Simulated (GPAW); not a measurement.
# 2H-VSeTe monolayer: work function by functional and basis, part 2 of 2

Wanted: work functions and dipole of 2H-VSeTe monolayer, with the cost of each level.

GPAW 26.7.0; GPAW, PAW setups; layer in a repeated cell with vacuum, relaxation of atoms and in-plane cell (the session's first sound run).

So far, upper work function (eV): step 3 (plane waves, PBE) 5.31; step 6 (revPBE) 5.21; step 7 (GPAW, PAW setups) 5.51; step 8 (RPBE) 5.21; step 9 (mode fd, grid spacing 0.18 Å, PBE, GPAW) 5.31.

## (10) Atomic orbitals: mode = "lcao"

Level of this step: GPAW, PAW setups; slab in vacuum (GPAW).

Atom-centred orbitals end a few angstrom from the surface, which tests how much the density's tail matters.

Contents of run.py:

```python
import json
import numpy as np
from ase import Atoms
from gpaw import GPAW

slab = Atoms(
    ['Te', 'V', 'Se'],
    positions=[
        [0.00000, 2.00586, 9.00000],
        [-0.00000, 0.00000, 10.83901],
        [0.00000, 2.00586, 12.33867]],
    cell=[[3.47424, 0.0, 0.0], [-1.73712, 3.00878, 0.0], [0.0, 0.0, 21.3387]],
    pbc=[True, True, False],
    magmoms=[0.0, 1.0, 0.0])

slab.calc = GPAW(mode='lcao', basis='dzp', h=0.18, xc='PBE', kpts={'size': (9, 9, 1), 'gamma': True},
                 occupations={'name': 'fermi-dirac', 'width': 0.05}, nbands='120%',
                 convergence={'density': 1e-05}, maxiter=200,
                 poissonsolver={'dipolelayer': 'xy'},
                 symmetry={'tolerance': 1e-3}, txt='slab.txt')
result = {}
energy = slab.get_potential_energy()
fermi = slab.calc.get_fermi_level()
v = slab.calc.get_electrostatic_potential().mean((0, 1)) - fermi
n = slab.calc.get_pseudo_density().mean((0, 1))
L = slab.cell[2, 2]
z = np.arange(len(v)) * L / len(v)
low, high = slab.positions[:, 2].min(), slab.positions[:, 2].max()
below, above = np.interp([low - 6.8, high + 6.8], z, v)
slopes = [np.interp(x, z, np.gradient(v, z)) for x in (low - 6.8, high + 6.8)]
eps = np.array([[slab.calc.get_eigenvalues(k, s) for k in range(len(slab.calc.get_ibz_k_points()))]
                for s in range(slab.calc.get_number_of_spins())]) - fermi
top, bottom = eps[eps < 0].max(), eps[eps > 0].min()
dipole = slab.get_dipole_moment()[2]
print(f'energy {energy:.4f} eV, Fermi level {fermi:.4f} eV, dipole {dipole:.5f} e A')
print(f'potential 6.8 A off the faces, from the Fermi level: lower {below:.4f} eV, upper {above:.4f} eV')
print(f'slope of the potential there: lower {slopes[0]:.5f}, upper {slopes[1]:.5f} eV/A')
print(f'nearest levels on the mesh: {top:.4f} and {bottom:.4f} eV')
print('magnetic moment', round(slab.get_magnetic_moment(), 3))
result.update(energy=energy, fermi=fermi, dipole=dipole, below=below, above=above, slopes=slopes, edges=[top, bottom],
              z=z.tolist(), v=v.tolist(), n=n.tolist(), positions=slab.positions.tolist(),
              forces=slab.get_forces(apply_constraint=False).tolist(), moments=slab.get_magnetic_moments().tolist())
json.dump(result, open('result.json', 'w'))
```

Started as:

```console
$ OMP_NUM_THREADS=1 OPENBLAS_NUM_THREADS=1 python run.py
```

Log:

```text
energy -15.8288 eV, Fermi level -5.0066 eV, dipole -0.03193 e A
potential 6.8 A off the faces, from the Fermi level: lower 4.7303 eV, upper 5.2829 eV
slope of the potential there: lower 0.00000, upper 0.00000 eV/A
nearest levels on the mesh: -0.0278 and 0.0921 eV
magnetic moment 0.972
```

It took 2.1 min on 1 thread of Intel Xeon Platinum 8488C (Sapphire Rapids), shared host; peak memory 0.29 GiB.

Numbers from this step:

```
dipole along the normal                    : -0.03193 e·Å
levels nearest the Fermi level on the mesh : -0.02776, 0.09208 eV from the Fermi level
upper work function                        : 5.283 eV
lower work function                        : 4.730 eV
site moments                               : -0.07151, 0.9399, -0.03105 μB
sum of the site moments                    : 0.8374 μB
```

The electrostatic potential energy of an electron (without an applied field's), less the Fermi level, planar mean by z:

| z (Å) | electrostatic potential energy of an electron (without an applied field's), less the Fermi level, planar mean (eV) |
| --- | --- |
| 0 | 5.01 |
| 1 | 4.73 |
| 2 | 4.73 |
| 3 | 4.73 |
| 4 | 4.73 |
| 5 | 4.73 |
| 6 | 4.73 |
| 7 | 4.58 |
| 8 | 0.715 |
| 9 | -21.7 |
| 10 | -3.33 |
| 11 | -11.1 |
| 12 | -11.4 |
| 13 | -1.35 |
| 14 | 5.00 |
| 15 | 5.28 |
| 16 | 5.28 |
| 17 | 5.28 |
| 18 | 5.28 |
| 19 | 5.28 |
| 20 | 5.28 |
| 21 | 5.28 |

The upper face's work function is 5.283 eV, against 5.312 eV in the first plane-wave PBE run at this geometry.

## (11) The ladder

Times are for 1 thread of Intel Xeon Platinum 8488C (Sapphire Rapids), shared host. Results by setting:

| no. | run | upper work function (eV) | lower work function (eV) | time | memory (GiB) |
| --- | --- | --- | --- | --- | --- |
| 1 | pw | 5.312 | 4.835 | 42 s | 0.25 |
| 2 | vdW DF2 | 5.609 | 5.085 | 55 s | 0.43 |
| 3 | LDA | 5.554 | 5.181 | 36 s | 0.24 |
| 4 | revPBE | 5.209 | 4.714 | 43 s | 0.25 |
| 5 | optPBE vdW | 5.508 | 5.013 | 57 s | 0.43 |
| 6 | RPBE | 5.209 | 4.704 | 39 s | 0.25 |
| 7 | fd | 5.313 | 4.838 | 2 min | 0.52 |
| 8 | lcao | 5.283 | 4.730 | 2.1 min | 0.29 |

## (12) Side by side

Results and costs are gathered.

This step: comparison of work functions, dipole and cost (GPAW 26.7.0).

Ladder, by row:

| step | code | work function, upper (eV) | work function, lower (eV) | dipole (e Å) | wall time (s) | peak memory (GiB) | threads |
| --- | --- | --- | --- | --- | --- | --- | --- |
| pw | GPAW | 5.312 | 4.835 | -0.02773 | 42.06 | 0.25 | 1 |
| vdW-DF2 | GPAW | 5.609 | 5.085 | -0.03049 | 55.14 | 0.43 | 1 |
| LDA | GPAW | 5.554 | 5.181 | -0.02174 | 35.52 | 0.24 | 1 |
| revPBE | GPAW | 5.209 | 4.714 | -0.02879 | 42.91 | 0.25 | 1 |
| optPBE-vdW | GPAW | 5.508 | 5.013 | -0.02881 | 57.16 | 0.43 | 1 |
| RPBE | GPAW | 5.209 | 4.704 | -0.02938 | 38.9 | 0.25 | 1 |
| fd | GPAW | 5.313 | 4.838 | -0.02742 | 117.8 | 0.52 | 1 |
| lcao | GPAW | 5.283 | 4.73 | -0.03193 | 123.3 | 0.29 | 1 |

## (13) A changed run

One more run, with changed settings.

This step: GPAW, PAW setups; slab in vacuum (GPAW 26.7.0).

Changes to run.py since step 10:

```diff
@@ -3,3 +3,3 @@
 from ase import Atoms
-from gpaw import GPAW
+from gpaw import GPAW, PW
 
@@ -15,5 +15,5 @@
 
-slab.calc = GPAW(mode='lcao', basis='dzp', h=0.18, xc='PBE', kpts={'size': (9, 9, 1), 'gamma': True},
-                 occupations={'name': 'fermi-dirac', 'width': 0.05}, nbands='120%',
-                 convergence={'density': 1e-05}, maxiter=200,
+slab.calc = GPAW(mode=PW(400), xc='pbe96', kpts={'size': (9, 9, 1), 'gamma': True},
+                 occupations={'name': 'fermi-dirac', 'width': 0.05}, nbands='160%',
+                 convergence={'density': 1e-05}, maxiter=100,
                  poissonsolver={'dipolelayer': 'xy'},
```

Log:

```text
NameError: Unknown functional: pbe96.
```

It took 0.68 s on 1 thread; peak memory 0.1 GiB.

The program refused the input before any cycle.

The program's message: “NameError: Unknown functional: pbe96.”

The change that led to it: xc = "pbe96".

## (14) Results

| Quantity | Value |
| --- | --- |
| work function, upper and lower face | 5.312 and 4.835 eV |
| dipole along the normal | -0.0277 e Å |

With plane waves and PBE the work function is 5.31 eV on the upper face and 4.84 eV on the lower. The two faces differ by 0.48 eV, the step that the slab's dipole makes (e p/(ε0 A) gives 0.48 eV), so the dipole layer is needed. Over the sound runs of the table the upper face's work function spans 5.209 (RPBE) to 5.609 eV (vdW-DF2). The relaxation of atoms and cell ran in a fully periodic cell without the dipole layer, so the atoms of this polar layer felt a small spurious field. One magnetic start was tried; another order may lie lower. The layer's cell and atoms come from the relaxation; spin-orbit coupling and temperature are left out.

[Logs are printed without paths, hosts, clocks, repeated set-up lines and the standing remarks that a program may print on its own settings, such as how far it seeks lower states.]

[Hosts, paths, dates, database ids (printed as entryN), source tags and the programs' standing remarks are cut or masked in the printed files.]
